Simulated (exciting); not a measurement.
TiNCl, space group Pmmn, N K edge of atom 5, with 4 Ti at 2.01 Å (4-fold, site symmetry mm2); the tensor is averaged over the atoms equivalent by symmetry. Method: exciting, all-electron LAPW+lo, LDA, exchange and screened direct term (singlet BSE), 4×4×2 shifted k points, 45 conduction bands, |G+q| up to 3 bohr⁻¹, full RPA screening with nempty = 75, Lorentzian half width 0.45 eV.

```xyz
6
Lattice="3.2580 0.0000 0.0000 0.0000 3.9370 0.0000 0.0000 0.0000 7.8030" Properties=species:S:1:pos:R:3 pbc="T T T"
Ti    1.6290    0.0000    7.0227
Ti    0.0000    1.9685    0.7803
Cl    0.0000    0.0000    5.2280
Cl    1.6290    1.9685    2.5750
N     0.0000    0.0000    0.3901
N     1.6290    1.9685    7.4128
```

Energy from the Kohn–Sham onset, core level to the lowest empty state found on the meshes used; scaled to the maximum of the polarisation mean:

| E (eV) | curve 1 | curve 2 | curve 3 |
| --- | --- | --- | --- |
| -3.5 | 0.02 | 0.03 | 0.03 |
| -3.0 | 0.03 | 0.03 | 0.04 |
| -2.5 | 0.04 | 0.04 | 0.05 |
| -2.0 | 0.05 | 0.06 | 0.07 |
| -1.5 | 0.07 | 0.09 | 0.11 |
| -1.0 | 0.12 | 0.17 | 0.19 |
| -0.5 | 0.24 | 0.38 | 0.41 |
| 0.0 | 0.55 | 0.91 | 1.04 |
| 0.5 | 0.67 | 0.90 | 1.23 |
| 1.0 | 0.60 | 0.59 | 0.82 |
| 1.5 | 0.60 | 0.35 | 0.65 |
| 2.0 | 0.60 | 0.22 | 0.55 |
| 2.5 | 1.04 | 0.22 | 0.55 |
| 3.0 | 0.98 | 0.38 | 0.41 |
| 3.5 | 0.60 | 0.67 | 0.33 |
| 4.0 | 0.39 | 0.71 | 0.25 |
| 4.5 | 0.30 | 0.47 | 0.22 |
| 5.0 | 0.22 | 0.27 | 0.19 |
| 5.5 | 0.13 | 0.15 | 0.20 |
| 6.0 | 0.11 | 0.12 | 0.23 |
| 6.5 | 0.13 | 0.12 | 0.27 |
| 7.0 | 0.15 | 0.16 | 0.28 |
| 7.5 | 0.16 | 0.26 | 0.26 |
| 8.0 | 0.20 | 0.30 | 0.25 |
| 8.5 | 0.25 | 0.27 | 0.24 |
| 9.0 | 0.30 | 0.32 | 0.25 |
| 9.5 | 0.27 | 0.30 | 0.26 |
| 10.0 | 0.23 | 0.28 | 0.34 |
| 10.5 | 0.19 | 0.29 | 0.46 |
| 11.0 | 0.19 | 0.27 | 0.42 |
| 11.5 | 0.21 | 0.24 | 0.31 |
| 12.0 | 0.21 | 0.24 | 0.20 |
| 12.5 | 0.23 | 0.26 | 0.17 |
| 13.0 | 0.26 | 0.28 | 0.16 |
| 13.5 | 0.37 | 0.24 | 0.13 |
| 14.0 | 0.41 | 0.25 | 0.12 |
| 14.5 | 0.39 | 0.26 | 0.13 |
| 15.0 | 0.31 | 0.31 | 0.14 |
| 15.5 | 0.19 | 0.26 | 0.12 |
| 16.0 | 0.18 | 0.26 | 0.11 |
| 16.5 | 0.26 | 0.33 | 0.16 |
| 17.0 | 0.28 | 0.35 | 0.21 |
| 17.5 | 0.18 | 0.28 | 0.24 |
| 18.0 | 0.13 | 0.26 | 0.22 |
| 18.5 | 0.13 | 0.26 | 0.20 |
| 19.0 | 0.15 | 0.23 | 0.17 |
| 19.5 | 0.17 | 0.22 | 0.18 |
| 20.0 | 0.17 | 0.22 | 0.21 |
| 20.5 | 0.19 | 0.19 | 0.23 |
| 21.0 | 0.24 | 0.14 | 0.23 |
| 21.5 | 0.22 | 0.13 | 0.25 |
| 22.0 | 0.17 | 0.12 | 0.22 |

Q: The curves are the diagonal elements of Im ε for ε ∥ a, ∥ b and ∥ c. Which is which?

Curve 1: ε ∥ a, maxima 0.3 eV (0.68), 2.7 eV (1.18) and 14.0 eV (0.41); 3 lower ones aren't listed. Curve 2: ε ∥ b, maxima 0.2 eV (1.03), 3.7 eV (0.80) and 16.8 eV (0.37); 4 lower ones aren't listed. Curve 3: ε ∥ c, maxima 0.3 eV (1.31), 2.3 eV (0.56) and 10.6 eV (0.46); 3 lower ones aren't listed. A K edge probes the empty p states along ε, which follow the bonds' lengths and directions.

[Banner, clock and machine lines of the logs are left out without a mark of their own.]

[Logs are printed without paths, hosts, clocks, repeated set-up lines and the standing remarks that a program may print on its own settings, such as how far it seeks lower states.]

[Hosts, paths, dates, database ids (printed as entryN), source tags and the programs' standing remarks are cut or masked in the printed files.]
